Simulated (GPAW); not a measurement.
# An Al chain with two N atoms in line: relaxation, then transmission at several levels, part 2 of 3

How well does an Al chain with two N atoms in line conduct once its atoms have relaxed, and how much do cheaper levels lose?

GPAW 26.7.0; GPAW LCAO, PAW setups; relaxation of the junction within the symmetry of its start, lead ends held (the session's first sound run).

So far, transmission at the Fermi level (one spin): step 3 (double-zeta polarised basis) 1.61. Also open channels of the lead at the Fermi level (one spin): step 3 2.

## (4) Single-zeta polarised basis

Level of this step: GPAW LCAO, PAW setups; Landauer transmission from Green's functions with principal layers (ASE), zero bias (GPAW).

The second zeta is dropped, the polarisation orbitals stay.

File run.py:

```python
import json
import numpy as np
from ase import Atoms
from ase.transport.calculators import TransportCalculator
from gpaw import GPAW, FermiDirac
from gpaw.lcao.tools import get_lcao_hamiltonian
from scipy.linalg import eigh

# The junction with lead layers at both ends, along the third cell vector
device = Atoms(
    ['Al', 'Al', 'Al', 'Al', 'Al', 'Al', 'Al', 'N', 'N', 'Al', 'Al', 'Al', 'Al', 'Al', 'Al', 'Al'],
    positions=[
        [4.50000, 4.50000, 1.20000],
        [4.50000, 4.50000, 3.60000],
        [4.50000, 4.50000, 6.00000],
        [4.50000, 4.50000, 8.40000],
        [4.50000, 4.50000, 10.80000],
        [4.50000, 4.50000, 13.20000],
        [4.50000, 4.50000, 15.63049],
        [4.50000, 4.50000, 17.37001],
        [4.50000, 4.50000, 18.61259],
        [4.50000, 4.50000, 20.35211],
        [4.50000, 4.50000, 22.78260],
        [4.50000, 4.50000, 25.18260],
        [4.50000, 4.50000, 27.58260],
        [4.50000, 4.50000, 29.98260],
        [4.50000, 4.50000, 32.38260],
        [4.50000, 4.50000, 34.78260]],
    cell=[[9.0, 0.0, 0.0], [0.0, 9.0, 0.0], [0.0, 0.0, 35.9826]],
    pbc=True)

# One principal layer of the lead: the first 4 atoms of the device
lead = Atoms(
    ['Al', 'Al', 'Al', 'Al'],
    positions=[
        [4.50000, 4.50000, 1.20000],
        [4.50000, 4.50000, 3.60000],
        [4.50000, 4.50000, 6.00000],
        [4.50000, 4.50000, 8.40000]],
    cell=[[9.0, 0.0, 0.0], [0.0, 9.0, 0.0], [0.0, 0.0, 9.6]],
    pbc=True)

settings = dict(mode='lcao', basis='szp(dzp)', xc='PBE', h=0.18,
                occupations=FermiDirac(0.1), maxiter=250,
                mixer=dict(beta=0.1, nmaxold=8, weight=100.0),
                convergence=dict(density=0.0001))
energies = np.arange(-2, 2 + 1e-9, 0.025)
eta = 0.0001
n1, n2 = 1, 1
# k and -k transmit alike, so half of the mesh across the current serves
mesh = [(i, j) for i in range(n1) for j in range(n2) if (i, j) <= (-i % n1, -j % n2)]
weights = np.array([1 if (i, j) == (-i % n1, -j % n2) else 2 for i, j in mesh]) / (n1 * n2)

# [... helper functions left out ...]
fermi_lead = ground_state(lead, (1, 1, 12), 'lead.txt')
fermi_device = ground_state(device, (1, 1, 2), 'device.txt')
# [... loop over the mesh left out, but for ...]
        # Shift the lead onto the potential of the device's first layer
        shift = ((H[:, 0, 0] - H0[:, 0, 0]) / S0[0, 0]).real.mean()
# [...]
kT = 8.617333e-5 * 300
bias = [0.1, 0.2, 0.5, 1.0, 1.5, 2.0]
# [... integrals and printing left out ...]
```

Started as:

```bash
$ OMP_NUM_THREADS=1 OPENBLAS_NUM_THREADS=1 python run.py
```

The log of the run:

```text
basis functions: device 144, principal layer 36
Fermi level: lead -3.5822 eV, device -3.5859 eV; lead shifted by -0.0068 eV
largest coupling past the next layer 1.49e-15 eV, largest misfit of the first layer 0.022 eV
  E-E_F (eV)   T (one spin)  channels
    -2.000    9.6272e-03    1.0000
    -1.975    9.2585e-03    1.0000
    -1.950    8.8872e-03    1.0000
    -1.925    8.5135e-03    1.0000
    -1.900    8.1373e-03    1.0000
    -1.875    7.7587e-03    1.0000
    -1.850    7.3777e-03    1.0000
    -1.825    6.9942e-03    1.0000
    -1.800    6.6084e-03    1.0000
    -1.775    6.2201e-03    1.0000
    -1.750    5.8294e-03    1.0000
    -1.725    5.4363e-03    1.0000
    -1.700    5.0406e-03    1.0000
    -1.675    4.6423e-03    1.0000
    -1.650    4.2414e-03    1.0000
    -1.625    3.8378e-03    1.0000
[...]
1.825    9.9865e-01    3.0000
     1.850    9.9904e-01    3.0000
     1.875    9.9954e-01    3.0000
     1.900    1.0001e+00    3.0000
     1.925    1.0008e+00    3.0000
     1.950    1.0017e+00    3.0000
     1.975    1.0026e+00    3.0000
     2.000    1.0036e+00    3.0000
conductance at 300 K: 1.5209 G0 a cell; thermopower 1.072 uV/K
current from the zero-bias T(E) at 0.1 V: 11.757 uA
current from the zero-bias T(E) at 0.2 V: 23.356 uA
current from the zero-bias T(E) at 0.5 V: 55.797 uA
current from the zero-bias T(E) at 1.0 V: 86.639 uA
current from the zero-bias T(E) at 1.5 V: 106.86 uA
current from the zero-bias T(E) at 2.0 V: 132.93 uA
```

It took 89 s on 1 thread of Arm Neoverse V1, shared host; peak memory 1.7 GiB.

This step gave:

- conductance: 1.521 G₀
- largest coupling past the next principal layer: 1.49e-15 eV
- largest misfit of the first principal layer: 0.02209 eV
- shift that aligns the lead: -0.006787 eV
- basis functions of the junction: 144
- basis functions of a principal layer: 36
- transmission at the Fermi level (one spin): 1.531

One spin. Table of transmission, zone mean by energy, zero at the Fermi level:

```
energy (eV)  transmission, zone mean
     -2.000                  0.00963
     -1.800                  0.00661
     -1.600                  0.00343
     -1.400                   6.4e-5
     -1.200                  2.9e-12
     -1.000                        0
     -0.800                        0
     -0.600                        0
     -0.400                   1.1e-8
     -0.200                     1.42
     -0.025                     1.53
      0.000                     1.53
      0.200                     1.35
      0.400                     1.11
      0.600                    0.988
      0.775                     1.84
      0.800                     1.64
      1.000                     1.16
      1.200                     1.05
      1.400                     1.01
      1.600                     1.00
      1.800                    0.998
      2.000                     1.00
```

Crossings of the lead's bands, unfolded to its shortest repeat. The open channels, zone mean by energy, zero at the Fermi level:

```
energy (eV)  open channels, zone mean
     -2.000                         1
     -1.900                         1
     -1.800                         1
     -1.700                         1
     -1.600                         1
     -1.500                         1
     -1.400                         1
     -1.300                         0
     -1.200                         0
     -1.100                         0
     -1.000                         0
     -0.900                         0
     -0.800                         0
     -0.700                         0
     -0.600                         0
     -0.500                         0
     -0.400                         0
     -0.300                         2
     -0.200                         2
     -0.100                         2
      0.000                         2
      0.100                         2
      0.200                         2
      0.300                         2
      0.400                         2
      0.500                         2
      0.600                         2
      0.700                         2
      0.800                         3
      0.900                         3
      1.000                         3
      1.100                         3
      1.200                         3
      1.300                         3
      1.400                         3
      1.500                         3
      1.600                         3
      1.700                         3
      1.800                         3
      1.900                         3
      2.000                         3
```

Not self-consistent under bias; the bias window is split evenly. The current through one cell, from the zero-bias transmission by bias:

```
bias (V)  current through one cell, from the zero-bias transmission (μA)
   0.100                                                            11.8
   0.200                                                            23.4
   0.500                                                            55.8
   1.000                                                            86.6
   1.500                                                             107
   2.000                                                             133
```

The transmission of the three most open eigenchannels by energy, zero at the Fermi level:

```
energy (eV)  channel 1  channel 2  channel 3
     -2.000    0.00963          0          0
     -1.900    0.00814          0          0
     -1.800    0.00661          0          0
     -1.700    0.00504          0          0
     -1.600    0.00343          0          0
     -1.500    0.00178          0          0
     -1.400     6.4e-5          0          0
     -1.300    1.9e-11          0          0
     -1.200    2.9e-12          0          0
     -1.100          0          0          0
     -1.000          0          0          0
     -0.900          0          0          0
     -0.800          0          0          0
     -0.700          0          0          0
     -0.600          0          0          0
     -0.500    1.0e-11    1.0e-11          0
     -0.400     5.5e-9     5.5e-9          0
     -0.300      0.570      0.570          0
     -0.200      0.708      0.708          0
     -0.100      0.755      0.755          0
      0.000      0.765      0.765          0
      0.100      0.733      0.733          0
      0.200      0.673      0.673    1.7e-12
      0.300      0.609      0.609    5.1e-12
      0.400      0.556      0.556    2.1e-11
      0.500      0.519      0.519    1.5e-10
      0.600      0.494      0.494     2.9e-9
      0.700      0.477      0.477     1.2e-5
      0.800      0.708      0.464      0.464
      0.900      0.455      0.455      0.375
      1.000      0.448      0.448      0.262
      1.100      0.443      0.443      0.206
      1.200      0.440      0.440      0.172
      1.300      0.439      0.439      0.150
      1.400      0.440      0.440      0.134
      1.500      0.441      0.441      0.122
      1.600      0.444      0.444      0.113
      1.700      0.446      0.446      0.106
      1.800      0.449      0.449     0.0998
      1.900      0.453      0.453     0.0947
      2.000      0.457      0.457     0.0904
```

The conductance, 1.52 G₀, lies 5.2 % below that of the dzp run.

## (5) Minimal basis

One function for each valence shell of the setup, as for a first survey of a large system.

run.py, as its differences from that of step 4:

```diff
@@ -42,3 +42,3 @@
 
-settings = dict(mode='lcao', basis='szp(dzp)', xc='PBE', h=0.18,
+settings = dict(mode='lcao', basis='sz(dzp)', xc='PBE', h=0.18,
                 occupations=FermiDirac(0.1), maxiter=250,
```

The log of the run:

```text
basis functions: device 64, principal layer 16
Fermi level: lead -3.8293 eV, device -3.7884 eV; lead shifted by -0.0053 eV
largest coupling past the next layer 9.49e-16 eV, largest misfit of the first layer 0.025 eV
  E-E_F (eV)   T (one spin)  channels
    -2.000    3.7610e-03    1.0000
    -1.975    3.4028e-03    1.0000
    -1.950    3.0441e-03    1.0000
[...]
1.975    1.3676e+00    3.0000
     2.000    1.3744e+00    3.0000
conductance at 300 K: 1.6096 G0 a cell; thermopower 0.8136 uV/K
current from the zero-bias T(E) at 0.1 V: 12.45 uA
current from the zero-bias T(E) at 0.2 V: 24.777 uA
current from the zero-bias T(E) at 0.5 V: 59.899 uA
current from the zero-bias T(E) at 1.0 V: 99.31 uA
current from the zero-bias T(E) at 1.5 V: 129.11 uA
current from the zero-bias T(E) at 2.0 V: 156.64 uA
```

Elapsed: 53 s, on 1 thread; peak memory 1.5 GiB.

Numbers from this step:

| Quantity | Value |
| --- | --- |
| conductance | 1.610 G₀ |
| largest coupling past the next principal layer | 9.49e-16 eV |
| largest misfit of the first principal layer | 0.02459 eV |
| shift that aligns the lead | -0.005254 eV |
| basis functions of the junction | 64 |
| basis functions of a principal layer | 16 |
| transmission at the Fermi level (one spin) | 1.617 |

The conductance, 1.61 G₀, lies 0.3 % above that of the dzp run.

## (6) LDA in the dzp basis: xc = "LDA"

Back in the dzp basis, the functional changes from PBE to LDA, to set the spread between functionals beside that between bases.

run.py, as its differences from that of step 5:

```diff
@@ -42,3 +42,3 @@
 
-settings = dict(mode='lcao', basis='sz(dzp)', xc='PBE', h=0.18,
+settings = dict(mode='lcao', basis='dzp', xc='LDA', h=0.18,
                 occupations=FermiDirac(0.1), maxiter=250,
```

The log of the run:

```text
basis functions: device 208, principal layer 52
Fermi level: lead -3.2559 eV, device -3.2485 eV; lead shifted by -0.0052 eV
largest coupling past the next layer 1.56e-15 eV, largest misfit of the first layer 0.021 eV
  E-E_F (eV)   T (one spin)  channels
    -2.000    9.4864e-03    1.0000
    -1.975    9.1783e-03    1.0000
    -1.950    8.8678e-03    1.0000
[...]
1.975    1.1104e+00    3.0000
     2.000    1.1115e+00    3.0000
conductance at 300 K: 1.5697 G0 a cell; thermopower 0.9255 uV/K
current from the zero-bias T(E) at 0.1 V: 12.139 uA
current from the zero-bias T(E) at 0.2 V: 24.139 uA
current from the zero-bias T(E) at 0.5 V: 58.06 uA
current from the zero-bias T(E) at 1.0 V: 94.098 uA
current from the zero-bias T(E) at 1.5 V: 115.29 uA
current from the zero-bias T(E) at 2.0 V: 140.91 uA
```

Run time: 92 s. Hardware: 1 thread; peak memory 1.7 GiB.

Numbers from this step:

```yaml
conductance: 1.570 G₀
largest_coupling_past_the_next_principal_layer: 1.56e-15 eV
largest_misfit_of_the_first_principal_layer: 0.02145 eV
shift_that_aligns_the_lead: -0.005243 eV
basis_functions_of_the_junction: 208
basis_functions_of_a_principal_layer: 52
transmission_at_the_fermi_level_one_spin: 1.578
```

One spin. Table of transmission, zone mean by energy, zero at the Fermi level:

```
energy (eV)  transmission, zone mean
     -2.000                  0.00949
     -1.900                  0.00824
     -1.800                  0.00696
     -1.700                  0.00564
     -1.600                  0.00430
     -1.500                  0.00292
     -1.400                  0.00151
     -1.300                   5.4e-5
     -1.200                  1.9e-11
     -1.100                  4.7e-12
     -1.000                  2.7e-12
     -0.900                  2.2e-12
     -0.800                  2.0e-12
     -0.700                  1.9e-12
     -0.600                  1.7e-11
     -0.500                  7.5e-11
     -0.400                    0.125
     -0.300                     1.25
     -0.200                     1.46
     -0.100                     1.56
     -0.025                     1.58
      0.000                     1.58
      0.100                     1.52
      0.200                     1.42
      0.300                     1.31
      0.400                     1.21
      0.500                     1.14
      0.600                     1.09
      0.700                     1.06
      0.800                     1.04
      0.850                     1.82
      0.900                     1.50
      1.000                     1.29
      1.100                     1.20
      1.200                     1.16
      1.300                     1.13
      1.400                     1.12
      1.500                     1.11
      1.600                     1.10
      1.700                     1.10
      1.800                     1.11
      1.900                     1.11
      2.000                     1.11
```

The conductance, 1.57 G₀, lies 2.1 % below that of the dzp run.

## (7) The structure as built: geometry = "as built"

The dzp basis with PBE on the structure as first built shows what the relaxation was worth.

run.py, as its differences from that of step 6:

```diff
@@ -18,6 +18,6 @@
         [4.50000, 4.50000, 13.20000],
-        [4.50000, 4.50000, 15.63049],
-        [4.50000, 4.50000, 17.37001],
-        [4.50000, 4.50000, 18.61259],
-        [4.50000, 4.50000, 20.35211],
+        [4.50000, 4.50000, 15.60000],
+        [4.50000, 4.50000, 17.33130],
+        [4.50000, 4.50000, 18.65130],
+        [4.50000, 4.50000, 20.38260],
         [4.50000, 4.50000, 22.78260],
@@ -42,3 +42,3 @@
 
-settings = dict(mode='lcao', basis='dzp', xc='LDA', h=0.18,
+settings = dict(mode='lcao', basis='dzp', xc='PBE', h=0.18,
                 occupations=FermiDirac(0.1), maxiter=250,
```

The log of the run:

```text
basis functions: device 208, principal layer 52
Fermi level: lead -3.1259 eV, device -3.1400 eV; lead shifted by -0.0039 eV
largest coupling past the next layer 2.45e-15 eV, largest misfit of the first layer 0.020 eV
  E-E_F (eV)   T (one spin)  channels
    -2.000    1.2679e-02    1.0000
    -1.975    1.2276e-02    1.0000
    -1.950    1.1869e-02    1.0000
[...]
1.975    8.7034e-01    3.0000
     2.000    8.6826e-01    3.0000
conductance at 300 K: 1.5298 G0 a cell; thermopower 1.372 uV/K
current from the zero-bias T(E) at 0.1 V: 11.827 uA
current from the zero-bias T(E) at 0.2 V: 23.502 uA
current from the zero-bias T(E) at 0.5 V: 56.206 uA
current from the zero-bias T(E) at 1.0 V: 89.583 uA
current from the zero-bias T(E) at 1.5 V: 108.17 uA
current from the zero-bias T(E) at 2.0 V: 130.04 uA
```

Wall time 1.8 min (1 thread); peak memory 1.7 GiB.

This step gave:

* conductance: 1.530 G₀
* largest coupling past the next principal layer: 2.45e-15 eV
* largest misfit of the first principal layer: 0.02004 eV
* shift that aligns the lead: -0.003899 eV
* transmission at the Fermi level (one spin): 1.539

The conductance, 1.53 G₀, lies 4.6 % below that of the dzp run.

## (8) Cost and result by level

Times are for 1 thread of Arm Neoverse V1, shared host. The series side by side:

```
no.      run  conductance (G₀)     time  memory (GiB)
  1      dzp             1.604    100 s           1.7
  2      szp             1.521     89 s           1.7
  3       sz             1.610     53 s           1.5
  4  dzp LDA             1.570     92 s           1.7
  5  asbuilt             1.530  1.8 min           1.7
```

## (9) Comparison

The curves are compared point by point over the common energies.

This step: comparison of transmission and cost over codes, levels and geometry (GPAW 26.7.0).

Ladder, by row:

```
   step  code  T at the Fermi level (sum over the listed spins)  conductance (G0)  r.m.s. T(E) from the first  wall time (s)  peak memory (GiB)  threads
    dzp  GPAW                                             1.612             1.604                           0          99.68               1.72        1
    szp  GPAW                                             1.531             1.521                       0.168          89.49               1.69        1
     sz  GPAW                                             1.617              1.61                      0.1892          52.83               1.52        1
dzp-LDA  GPAW                                             1.578              1.57                     0.09962          92.31               1.72        1
asbuilt  GPAW                                             1.539              1.53                      0.1239          105.1               1.72        1
```

[end of part 2 of 3]

[Logs are printed without paths, hosts, clocks, repeated set-up lines and the standing remarks that a program may print on its own settings, such as how far it seeks lower states.]

[Hosts, paths, dates, database ids (printed as entryN), source tags and the programs' standing remarks are cut or masked in the printed files.]
